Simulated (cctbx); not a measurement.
**Reading a Patterson map**

Space group R-3c (no. 167), a = 8.7820 Å, b = 8.7820 Å, c = 21.9710 Å, α = 90.00°, β = 90.00°, γ = 120.00°, content Sn12 Ag6 P18 O72.

The data are simulated with cctbx, not measured: Mo Kα, λ = 0.71073 Å, to d = 0.6 Å, 95 % of the full sphere, strongest reflection 20000 counts, noise from counting, a 4 % proportional error and a noise floor of 4 counts (s.d.); no absorption.

Patterson synthesis, origin scaled to 1000:

```text
Patterson group R -3 m :H
      u       v       w   height  length (A)
  0.000   0.000   0.000   1000.0     0.00
  0.000   0.000   0.500    919.7    10.99
  0.000   0.000   0.358    596.8     7.87
  0.000   0.000   0.142    589.2     3.11
  0.000   0.000   0.284    326.4     6.23
  0.000   0.000   0.216    315.3     4.75
  0.001   0.297   0.107     59.2     3.51
  0.001   0.296   0.393     56.7     9.01
 -0.001   0.298   0.250     54.3     6.09
  0.009   0.188   0.560     36.8     9.81
  0.009   0.186   0.060     36.6     2.07
  0.002   0.206   0.179     26.6     4.33
  0.002   0.204   0.321     26.5     7.28
  0.020   0.183   0.781     20.4     5.05
```

**Question.** Which atom pairs make the peaks, and where is the heaviest atom?

A peak at u stands for all pairs with xi − xj = u, with weight Σ ZiZj against Σ Z² = 51912 at the origin. Peak heights follow these weights only roughly, since form factors, motion and series ripples differ, all vectors within 0.55 Å of a peak are counted as merged into it though the farther ones add only part of their weight, and F(000) is left out, which lowers the whole map:

| u | v | w | shortest length (Å) | height | 1000 ΣZiZj/ΣZ² | pairs in the cell |
| --- | --- | --- | --- | --- | --- | --- |
| 0.000 | 0.000 | 0.500 | 6.25 | 920 | 833 | 12 × Sn–Sn, 6 × Ag–Ag |
| 0.000 | 0.000 | 0.358 | 5.10 | 597 | 565 | 12 × Sn–Ag, 18 × O–O |
| 0.000 | 0.000 | 0.142 | 3.12 | 589 | 565 | 12 × Sn–Ag, 18 × O–O |
| 0.000 | 0.000 | 0.284 | 5.18 | 326 | 333 | 6 × Sn–Sn, 36 × O–O |
| 0.000 | 0.000 | 0.216 | 4.75 | 315 | 289 | 6 × Sn–Sn |
| 0.001 | 0.297 | 0.107 | 3.51 | 59 | 94 | 6 × Sn–P, 6 × O–O |
| 0.001 | 0.296 | 0.393 | 3.38 | 57 | 87 | 6 × Sn–P |
| -0.001 | 0.298 | 0.250 | 3.59 | 54 | 81 | 6 × Ag–P |

The table stops at ten peaks or at a height of 45, below which ripples compete. In the model behind the data Sn, the heaviest element, has 1 independent site: (1/3, 2/3, 0.3084), up to an allowed shift of origin; the Sn–Sn vectors are differences of these positions and their symmetry mates. Elements of similar Z can't be told apart from the map alone. The whole model:

| atom | mult. | x | y | z | Ueq (Å²) |
| --- | --- | --- | --- | --- | --- |
| Sn1 | 12 | 1/3 | 2/3 | 0.3084 | 0.0161 |
| Ag1 | 6 | 1/3 | 2/3 | 1/6 | 0.0166 |
| P1 | 18 | 0.9609 | 0.6276 | 0.0833 | 0.0276 |
| O1 | 36 | 0.5172 | 0.6900 | 0.2470 | 0.0286 |
| O2 | 36 | 0.8654 | 0.5372 | 0.0240 | 0.0286 |

This is a model crystal, built by substitution and not relaxed, with assumed displacement parameters.

[Logs are printed without paths, hosts, clocks, repeated set-up lines and the standing remarks that a program may print on its own settings, such as how far it seeks lower states.]
